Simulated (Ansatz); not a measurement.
**A failed many-body run on AgCl (Fm-3m)**

Aim: the G0W0 gap of AgCl (Fm-3m). The first input has a fault.

Main program and level: Ansatz 0.2.0; G0W0 on PBE, plane waves, PAW.

In doubt: one-shot GW on d or f shells is unsure, so the values of those runs are not to be relied on.

## 1. Starting point

The structure is cubic, space group Fm-3m (No. 225). Conventional cell: a = 5.545 Å, b = 5.545 Å, c = 5.545 Å, α = 90.00°, β = 90.00°, γ = 90.00°. Nearest to Ag lie 6 Cl at 2.77 Å. Cl has 6 Ag at 2.77 Å nearest. Farther neighbours and most contacts between anions are not listed.

The cell and positions are those that the Materials Project relaxed with its own functionals (PBE, PBE+U or r2SCAN), kept fixed. The default PAW set here is soft_2. Its files were made with PBE.

## 2. First try

Contents of input.yaml:

```yaml
crystal:
  lattice:
    - [0.0, 2.7726629968, 2.7726629968]
    - [2.7726629968, 0.0, 2.7726629968]
    - [2.7726629968, 2.7726629968, 0.0]
  atoms:
    - { symbol: Ag, position: [0.0, 0.0, 0.0] }
    - { symbol: Cl, position: [0.5, 0.5, 0.5] }
kpoints:
  mp_grid: { grid: [4, 4, 4], shift: [0.5, 0.5, 0.5] }
hamiltonian:
  xc: pbe
scf:
  occupations: { method: fixed }
gw:
  n_empty_bands: 44
  ecut_chi: 60
  qp_bands: [v2, c2]
  qp_kpoints: band_edges
  screening: { model: contour_deformation }
```

Command:

```
> ansatz run input.yaml --threads 3 --pin off --max-ram 92160MiB --backend cpu --events-out ev --progress --plain --runs-dir out
```

Numbers of over 12 decimals in the logs are rounded to 6 here.

The log of the run:

```text
Error: gw: with kpoints.mp_grid.shift ≠ [0,0,0] (counting kpoints.further_shifts) — the screening and self-energy sums and their Coulomb-singularity correction are built for an unshifted (Γ-centred) SCF mesh only — a shifted mesh is not wired; use shift: [0,0,0]
```

Wall time 0.04 s (3 threads of AMD EPYC 7R13 (Zen 3), shared host); peak memory 0.039 GiB; 0.04 s of CPU time.

Q: What is the fault?

The input was rejected at the start.

The program's message: “Error: gw: with kpoints.mp_grid.shift ≠ [0,0,0] (counting kpoints.further_shifts) — the screening and self-energy sums and their Coulomb-singularity correction are built for an unshifted (Γ-centred) S …”

The fault: shifted k mesh. The sums over q need a Γ-centred mesh.

## 3. A better input

G0W0 replaces the xc potential by the self-energy, built once from these orbitals. Only a window of levels is corrected, while the sums run over the empty bands that the input names.

Edit input.yaml of step 2 so:

```diff
@@ -9,3 +9,3 @@
 kpoints:
-  mp_grid: { grid: [4, 4, 4], shift: [0.5, 0.5, 0.5] }
+  mp_grid: { grid: [6, 6, 6] }
 hamiltonian:
```

Command:

```
> ansatz run input.yaml --threads 3 --pin off --max-ram 92160MiB --backend cuda --events-out ev --progress --plain --runs-dir out --devices 1 --max-vram 13GiB
```

The log of the run:

```text
GPUs: using 1 of 1 available (devices: 1).
[...]
device memory: the entry about to start is reckoned to put 0.5 GiB on a device that reports 60.7 GiB free (of which the cap on the GPU budget leaves the run 13.0 GiB)
GPU FFT provider: cuFFT
GPU libraries: cuBLAS 13.8.2, cuFFT 12.4.0, cuSOLVER 12.3.4
Crystal: 2 atoms, lattice volume = 42.631 Å³
Basis set: ecut = 420 eV, 869 PW (Γ)
Bands: 17, of which v1, the nominal top of the filled ones, is band 13 counted from 1 (12 counted from 0)
Symmetry: 48 space group operations
[...]
k-points: 16 of 216
[...]
GPU buffer pool allocated for 19683 grid points (all kernels)
GPU transforms: local potential and band sums: pruned to the plane-wave sphere, on 25×27×27
[...]
SCF iter   1: F=—  HF=-8670.889781 eV  |F-HF|=—  |Δ(HF+E_count)|=         —  Δρ=5.66e-4  dr2=8.36e-5  ethr=1.77e-3  ⟨swp⟩=4.0  Hψ=1136  notcnv=0  defer=27
[...]
0    12      5.7925   -20.9513     3.5493   -16.8671  0.7426     5.2515     5.2575  root
     0    13      5.7925   -20.9513     3.5493   -16.8671  0.7426     5.2515     5.2575  root
     0    14      9.0237    -8.2955    -3.6458   -12.4499  0.8150     9.5346     9.5323  root
     0    15     18.8090    -7.9503    -4.4788   -13.3447  0.7728    19.7371    19.7246  root
     1    12      6.8147   -28.3261     4.4330   -23.2552  0.7500     6.1677     6.1768  root
     1    13      6.8147   -28.3261     4.4330   -23.2552  0.7500     6.1677     6.1768  root
     1    14     10.1610    -9.3383    -3.5763   -13.5239  0.8062    10.7743    10.7703  root
     1    15     16.9456    -6.8441    -4.4081   -11.9394  0.7818    17.6392    17.6328  root
[...]
12    12      6.1547   -35.4778     5.8425   -28.7091  0.7375     5.2059     5.2286  root
    12    13      6.2396   -35.5673     5.9526   -28.7568  0.7292     5.3591     5.3817  root
    12    14     10.4893    -7.6519    -4.0592   -12.4782  0.8110    11.2630    11.2563  root
    12    15     16.0766    -9.0092    -3.7468   -13.4017  0.8000    16.7282    16.7223  root
[key lines of the parts left out:]
SCF converged after 6 iterations
Free energy (F): -8670.890463 eV
Fermi energy:    8.112652 eV
```

It took 14 s on 1 × NVIDIA H100 80GB HBM3 (shared by 6 runs) with 3 threads; peak memory 1 GiB; 10 s of CPU time.

In the SCF lines HF is the Harris–Foulkes energy and dr2 the Hartree energy of the density residual, in eV; the loop may stop once dr2 is under the threshold and the program's other checks hold. Hψ counts applications of the Hamiltonian.

Numbers from this step:

```yaml
bands_summed: 57
rpa_eps_infinity_on_this_mesh_eigenvalues: 4.987, 4.987, 4.987
plane_waves_in_the_screening_matrix: 59
q_points_in_the_mesh: 216
g0w0_gap_on_the_mesh: 1.943 eV
k_of_the_valence_top: 0, 0, -0.5
k_of_the_conduction_bottom: 0, 0, 0
starting_gap_on_the_mesh: 0.9111 eV
z_at_the_valence_top: 0.7671
z_at_the_conduction_bottom: 0.8150
least_direct_g0w0_gap_on_the_computed_points: 4.275 eV
```

The gap on the mesh goes from 0.91 eV to 1.94 eV, a correction of +1.03 eV. Between the two edge states, bare exchange in place of the xc potential would open the gap by 8.95 eV, and correlation takes back 7.92 eV.

## 4. What came out

```json
{"first try": "refused after 0.04 s", "better run": "G0W0 gap on the mesh 1.94 eV (6×6×6 mesh, 44 empty bands, screening to 60 eV)"}
```

**Reading.** The second run differs in: mesh and mesh shift. Bands and cutoff are finite, so the gap is not at the basis limit. The miss can reach some tenths of an eV and take either sign; the mesh is an error of its own. The 6×6×6 mesh is coarse for this cell (its supercell is 24 Å along the shortest edge). The RPA ε∞ on it, from the PBE start, is 4.99; such meshes misread the long-range screening, most where the gap is narrow. A d shell, filled or nearly so, lies near the gap. One-shot GW converges very slowly in bands there, not always from below, and on a semilocal start the gap tends to come out low; starts rich in exact exchange can overshoot instead. The many-body steps are scalar-relativistic: spin-orbit coupling is not in them.

[Paths, hosts, dates, memory and timing lines, banners, echoed tables and standing remarks are left out of the program output.]

[Logs are printed without paths, hosts, clocks, repeated set-up lines and the standing remarks that a program may print on its own settings, such as how far it seeks lower states.]

[Runs of the session that timed out or met a known fault of the program may be left out.]

[Cells called generated may have been cut or substituted from an entry of the Crystallography Open Database or the Materials Project.]

[No measured gap is set beside runs whose start may be inverted or whose files or cutoffs have a known fault.]

[Hosts, paths, dates, database ids (printed as entryN), source tags and the programs' standing remarks are cut or masked in the printed files.]
